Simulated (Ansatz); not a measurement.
# U and J of Co in LiCoSe2 in the alpha-NaFeO2 structure from cRPA, part 2 of 2

How strongly does the rest of the crystal screen the Co shell of LiCoSe2 in the alpha-NaFeO2 structure?

LDA, spin-polarised; plane waves, collinear spin, no spin–orbit coupling.

So far. Step 3 (Target: d shell with ligand p, bands v9 to c2 (loose …): On average 44 % of these bands' weight lies on the d shell and 50 % on ligand p.

## (4) Target: d shell with ligand p, bands v9 to c2 (sum over bands, screening cutoff 136 eV, 60 empty bands)

With the ligand bands in the model the orbitals are more compact and transitions between ligand and shell no longer screen. The screening is summed over a limited number of empty bands, which is cheaper and leaves a tail out.

input.yaml reads:

```yaml
crystal:
  lattice:
    - [1.771712912, 1.022898927, 5.943115785]
    - [-1.771712912, 1.022898927, 5.943115785]
    - [0.0, -2.045797853, 5.943115785]
  atoms:
    - { symbol: Li, position: [0.0, 0.0, 0.0] }
    - { symbol: Co, position: [0.5, 0.5, 0.5], spin: 3.0 }
    - { symbol: Se, position: [0.236919834, 0.236919834, 0.236919834] }
    - { symbol: Se, position: [0.763080166, 0.763080166, 0.763080166] }
magnetization:
  spin_polarized: true
kpoints:
  mp_grid: { grid: [5, 5, 5] }
hamiltonian:
  xc: lda
scf:
  occupations: { method: fermi_dirac, width: 0.1 }
  n_extra_bands: 16
output:
  eigenvalues: true
  crpa:
    kmesh: [5, 5, 5]
    target_bands: [v9, c2]
    projections: [{ species: Co, l: d }, { species: Se, l: p }]
    accuracy: sum_over_states
    n_empty_bands: 60
    ecut_chi: 136
```

Run with:

```bash
> ansatz run input.yaml --threads 4 --pin off --max-ram 8192MiB --backend cpu --events-out ev --progress --plain --runs-dir out
```

Numbers of over 12 decimals in the logs are rounded to 6 here.

The log of the run:

```text
[...]
Crystal: 4 atoms, lattice volume = 64.624 Å³
Basis set: ecut = 420 eV, 1249 PW (Γ)
Bands: 42, of which v1, the nominal top of the filled ones, is band 26 counted from 1 (25 counted from 0)
Symmetry: 12 space group operations
[...]
k-points: 19 of 125
[...]
Starting moments: Σ|m| = 3 μB on 1 of 4 sites
[...]
screened uu: U = 4.0793 eV, U' = 3.2849 eV, J = 0.4144 eV
      screened ud: U = 4.0793 eV, U' = 3.2849 eV, J = 0.4144 eV
      screened dd: U = 4.0793 eV, U' = 3.2849 eV, J = 0.4144 eV
      bare: V = 10.8639 eV, V' = 9.6759 eV, J = 0.6209 eV
      bare uu: V = 10.8639 eV, V' = 9.6759 eV, J = 0.6209 eV
      bare ud: V = 10.8639 eV, V' = 9.6759 eV, J = 0.6209 eV
      bare dd: V = 10.8639 eV, V' = 9.6759 eV, J = 0.6209 eV
[...]
[key lines of the parts left out:]
SCF converged after 12 iterations
Magnetization: -0.0000 μB (26.0000 up, 26.0000 down)
Free energy (F): -16033.412089 eV
Fermi energy:    10.392462 eV
```

Run time: 3.3 min. Hardware: 4 threads of Arm Neoverse V1, shared host; peak memory 1.1 GiB.

On average 44 % of these bands' weight lies on the d shell and 50 % on ligand p.

crpa.toml, one line in 2:

```text
format = "ansatz-crpa/5"
gauge = "projected_orbitals"
channels = "collinear"
n_wann = 11
coulomb_singularity = "probe_charge" # how the value at q + G = 0 is made
n_bands_solved = 91 # n_bands and the guard bands above it
ecut_chi_ev = 136.0 # of the sum over states
n_g_chi_max = 243 # of the sum over states
window_electrons = 18.0
window_electrons_down = 9.0
head_ev = 0.4468577853460831 # what the value at q + G = 0 adds to the screened u_ev, u_prime_ev and u_bar_ev
accuracy = "sum_over_states" # no bound
[[shells]]
l = "d"
wannier_functions = [1, 2, 3, 4, 5] # counted from 1, as the tensor files' indices are

u_ev = 6.766158673393241
j_ev = 0.6975809250960021
[shells.screened.uu]
u_prime_ev = 5.376175508146703

u_ev = 6.766158673393238
j_ev = 0.6975809250960004
[shells.screened.dd]
u_prime_ev = 5.376176025086474

v_ev = 23.42004466760084
j_ev = 0.8006980224829132
[shells.bare.uu]
v_prime_ev = 21.819860141335667

v_ev = 23.42004466760081
j_ev = 0.8006980224829116
[shells.bare.dd]
v_prime_ev = 21.81986257827754

site = 2 # counted from 0, as a deck's `site` is
label = "4P" # of the pseudo-atomic shell
mr = [1, 2, 3] # each function's real harmonic by wannier90's number, 1 to 2l+1, in the order of wannier_functions
[shells.screened]
u_prime_ev = 3.2849207426004754

u_ev = 4.079275358323406
j_ev = 0.4143556889533417
[shells.screened.ud]
u_prime_ev = 3.2849207426004745

u_ev = 4.079275243099094
j_ev = 0.41435567524273315
[shells.bare]
v_prime_ev = 9.6758657856085

v_ev = 10.86388451229538
j_ev = 0.6208756992117767
[shells.bare.ud]
v_prime_ev = 9.675865785608499

v_ev = 10.863884260494409
j_ev = 0.6208756825869176
[[shells]]
l = "p"
wannier_functions = [9, 10, 11] # counted from 1, as the tensor files' indices are

u_ev = 4.079275300711259
j_ev = 0.4143556820980366
[shells.screened.uu]
u_prime_ev = 3.2849207856098874

u_ev = 4.079275300711266
j_ev = 0.41435568209803675
[shells.screened.dd]
u_prime_ev = 3.284920699591065

v_ev = 10.863884386394902
j_ev = 0.6208756908993465
[shells.bare.uu]
v_prime_ev = 9.675865893788755

v_ev = 10.86388438639491
j_ev = 0.6208756908993466
[shells.bare.dd]
v_prime_ev = 9.675865677428247
```

```tsv
shell	U (eV)	U′ (eV)	J (eV)	bare U (eV)	bare J (eV)
Co2 d	6.77	5.38	0.70	23.42	0.80
Se3 p	4.08	3.28	0.41	10.86	0.62
Se4 p	4.08	3.28	0.41	10.86	0.62
```

## (5) Target: tried as d shell with ligand p, bands v9 to c2 (tighter bound)

This window is tried by its count of bands; whether the orbitals span it shows in the run. The bound on the screening is tightened.

input.yaml: that of step 4 with these lines changed.

```diff
@@ -25,4 +25,2 @@
     projections: [{ species: Co, l: d }, { species: Se, l: p }]
-    accuracy: sum_over_states
-    n_empty_bands: 60
-    ecut_chi: 136
+    accuracy: medium
```

The log of the run:

```text
scf.n_extra_bands = 16 over 26 filled bands (N_el = 52.0): the run solves 42 bands
Engine: ansatz 0.2.0, aarch64-unknown-linux-gnu
Pseudopotentials: kind: paw
Pseudopotential: Li, paw, valence charge 3, recommended cutoff 420 eV (normal), Li.paw.azcp
Pseudopotential: Co, paw, valence charge 17, recommended cutoff 420 eV (normal), Co.paw.azcp
Pseudopotential: Se, paw, valence charge 16, recommended cutoff 420 eV (normal), Se.paw.azcp
Functional definition: SPW92
  exchange = slater_x
  correlation = pw_c
Crystal: 4 atoms, lattice volume = 64.624 Å³
[...]
NSCF: frozen V_eff on 19 k-points
NSCF: frozen V_eff on 125 k-points
cRPA screening: q 1/125
cRPA screening: q 2/125
cRPA screening: q 8/125 (q-point 3)
cRPA screening: q 14/125 (q-point 7)
cRPA screening: q 20/125 (q-point 8)
cRPA screening: q 32/125 (q-point 9)
cRPA screening: q 44/125 (q-point 10)
cRPA screening: q 50/125 (q-point 13)
cRPA screening: q 56/125 (q-point 14)
cRPA screening: q 62/125 (q-point 32)
cRPA screening: q 64/125 (q-point 33)
```

It took 22 min on 4 threads; peak memory 1.4 GiB.

The run was stopped unfinished when the time set aside for it ran out, so what it printed is not taken as a result.

## (6) All models together

```tsv
target	settings	U(Co) (eV)	J (eV)	U over bare U	CPU time
d shell with ligand p	loose bound	6.60	0.65	0.28	82 min
d shell with ligand p	sum over bands, screening cutoff 136 eV, 60 empty bands	6.77	0.70	0.29	13 min
```

## (7) Outcome

```json
{
 "U(Co), d shell with ligand p": "6.60 eV",
 "J(Co), d shell with ligand p": "0.648 eV"
}
```

For Co in LiCoSe2 in the alpha-NaFeO2 structure the d shell with ligand p model has U = 6.60 eV and J = 0.65 eV. In the d shell with ligand p model screening cuts U from 23.4 to 6.60 eV, while J keeps 81 % of its bare value, since exchange moves no net charge and is hard to screen. The plain sum over bands gives 6.77 eV, +3 % from the bounded value, at 0.16 times its CPU time. The values are static and belong to projected orbitals on a coarse mesh, with which they are not converged; they are not the U of linear response. The cell was built from a prototype and relaxed; a distortion that needs a larger cell, or another structure that the compound may prefer, is not captured.

[Logs and program files are shortened in this print: banners, set-up blocks, solver, clock and traceback lines can be left out without a mark of their own.]

[Logs are printed without paths, hosts, clocks, repeated set-up lines and the standing remarks that a program may print on its own settings, such as how far it seeks lower states.]

[Hosts, paths, dates, database ids (printed as entryN), source tags and the programs' standing remarks are cut or masked in the printed files.]

[Where a cell is said to come from a database of computed structures, the database is the Materials Project.]
